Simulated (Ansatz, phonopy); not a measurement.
## ScAl3 (Pm-3m): a volume series of phonon spectra

Wanted: mode Grüneisen parameters of ScAl3 and a free-energy fit over volumes. The starting cell is a computed one from a database.

Program: Ansatz 0.2.0. Level of theory: DFT PBEsol, scalar-relativistic, plane waves, PAW; PAW set soft_1. Results are calculated unless marked as measured.

**Measured values to reproduce.**

For Al3Sc, L12 ordered cubic (bulk crystal, 300 K), “A Combined Experimental and First-Principles Based Assessment of Finite-Temperature Thermodynamic Properties of Intermetallic Al3Sc” (2021, pmc:8067998) quotes earlier work: lattice constant a (a at ambient temperature) 4.103 Å [Literature value at ambient temperature, not corrected to 0 K].

## Step 1: Set-up

Symmetry: Pm-3m, No. 221, cubic system. Conventional cell: a = 4.088 Å, b = 4.088 Å, c = 4.088 Å, α = 90.00°, β = 90.00°, γ = 90.00°. Nearest to Sc lie 12 Al at 2.89 Å. Nearest to Al lie 4 Sc at 2.89 Å and 8 Al at 2.89 Å. Farther neighbours are not listed.

Coordinates:

```cif
data_structure
_symmetry_space_group_name_H-M 'P 1'
_symmetry_Int_Tables_number 1
_cell_length_a 4.0878
_cell_length_b 4.0878
_cell_length_c 4.0878
_cell_angle_alpha 90.000
_cell_angle_beta 90.000
_cell_angle_gamma 90.000
_cell_volume 68.31
loop_
_atom_site_label
_atom_site_type_symbol
_atom_site_fract_x
_atom_site_fract_y
_atom_site_fract_z
_atom_site_occupancy
Sc1 Sc 0.00000 0.00000 0.00000 1
Al2 Al 0.50000 0.00000 0.50000 1
Al3 Al 0.00000 0.50000 0.50000 1
Al4 Al 0.50000 0.50000 0.00000 1
```

## Step 2: A first coarse run

Before spending time, one coarse run tells the gap and the pressure of the starting cell.

File input.yaml:

```yaml
crystal:
  lattice:
    - [4.08780657, 0.0, 0.0]
    - [0.0, 4.08780657, 0.0]
    - [0.0, 0.0, 4.08780657]
  atoms:
    - { symbol: Sc, position: [0.0, 0.0, 0.0] }
    - { symbol: Al, position: [0.5, 0.0, 0.5] }
    - { symbol: Al, position: [0.0, 0.5, 0.5] }
    - { symbol: Al, position: [0.5, 0.5, 0.0] }
kpoints:
  mp_grid: { grid: [4, 4, 4] }
hamiltonian:
  xc: pbesol
  pseudopotentials: { kind: paw, azcp: { folder: soft_1 }, xc_functional: pbe }
scf:
  occupations: { method: gaussian, width: 0.1 }
  lower_state_search: "off"
output:
  forces: true
  stress: true
  eigenvalues: true
```

Started as:

```bash
ansatz run input.yaml --threads 8 --pin off --max-ram 16384MiB --backend cpu --events-out ev --progress --plain --runs-dir out
```

Planned after this: finding the static equilibrium; tight relaxation; lattice dynamics at this volume, V/V0 1; A cell at another volume, V/V0 1.015; phonons, V/V0 1.015; A cell at another volume, V/V0 0.985; lattice dynamics at this volume, V/V0 0.985; A cell at another volume, V/V0 1.03; lattice dynamics at this volume, V/V0 1.03; A cell at another volume, V/V0 0.97; phonons, V/V0 0.97; A cell at another volume, V/V0 1.05; lattice dynamics at this volume, V/V0 1.05; mode Grüneisen parameters; free-energy fit. Settings of the main run: cutoff 420 eV, 10×10×10 k-mesh, Methfessel-Paxton occupations, smearing width 0.2 eV, search for lower states off, 2×2×2 q-mesh, PAW set soft 1.

**Question.** What will these runs give for the mean mode Grüneisen parameter at 300 K?

At high temperature every mode holds k_B, so the heat capacity tends to 3R = 24.94 J/(mol K) a mole of atoms; it reaches 24.67 at 1000 K. Near room temperature ScAl3 expands by 41.4 × 10⁻⁶/K in volume by PBEsol, with C_P = 22.8 J/(mol K) per mole of atoms and B_T = 85.9 GPa. The q-mesh is coarse, and the expansion can converge slowly with it.

| Property | Result |
| --- | --- |
| volume expansion coefficient at 300 K | 41.38 1e-6/K |
| isothermal bulk modulus at 300 K | 85.92 GPa |
| C_P at 300 K | 22.77 J/mol-atom/K |
| Grüneisen parameter at 300 K | 1.643 |
| mean mode Grüneisen parameter at 300 K | 1.61 |

The table stops at 800 K because beyond it the fitted volume comes within 1 % of the largest computed cell, where the fit loses its support. C_P at room temperature is 91 % of the classical 3R an atom, so the stiffest modes are still partly frozen out. The fit leaves out the electrons' free energy, which adds to C_P and to the expansion of a metal at high temperature. The heat-capacity-weighted Grüneisen parameter goes from 1.59 at 50 K to 1.61 at 800 K. Weighting γ by the density of states and each mode's heat capacity at 300 K, modes below 120 cm⁻¹ give about 3 % of the sum of γC that drives the expansion, those up to 230 cm⁻¹ 37 % and the rest 60 %. Among the labelled points γ is largest for branch 9 at M (266 cm⁻¹, 2.3) and smallest for branch 6 at R (236 cm⁻¹, 1.1). The program warned that a few bands missed the eigensolver's threshold in at least one of the runs. The PAW files were made for PBE and are used here under another functional, for which the program regenerates the frozen cores.

Comparison with the measured values:

| quantity | measured | PBEsol |
| --- | --- | --- |
| lattice constant a (Å) | 4.103 | 4.071 (-0.8 %) |

Measured values from pmc:8067998 (2021).

**Verdict.** The lattice constant a is off by -0.8 %: fair agreement. The grades are ours: good and fair within 0.7 and 1.5 % for the lattice constant a. For lattice constants the calculation has a static lattice, without zero-point motion or thermal expansion (measured at up to 300 K).

[Logs are printed without paths, hosts, clocks, repeated set-up lines and the standing remarks that a program may print on its own settings, such as how far it seeks lower states.]

[Hosts, paths, dates, database ids (printed as entryN), source tags and the programs' standing remarks are cut or masked in the printed files.]

[A step with changed settings may run another functional than the one named; its input shows which.]

[Of the runs on displaced cells, only some may be shown.]
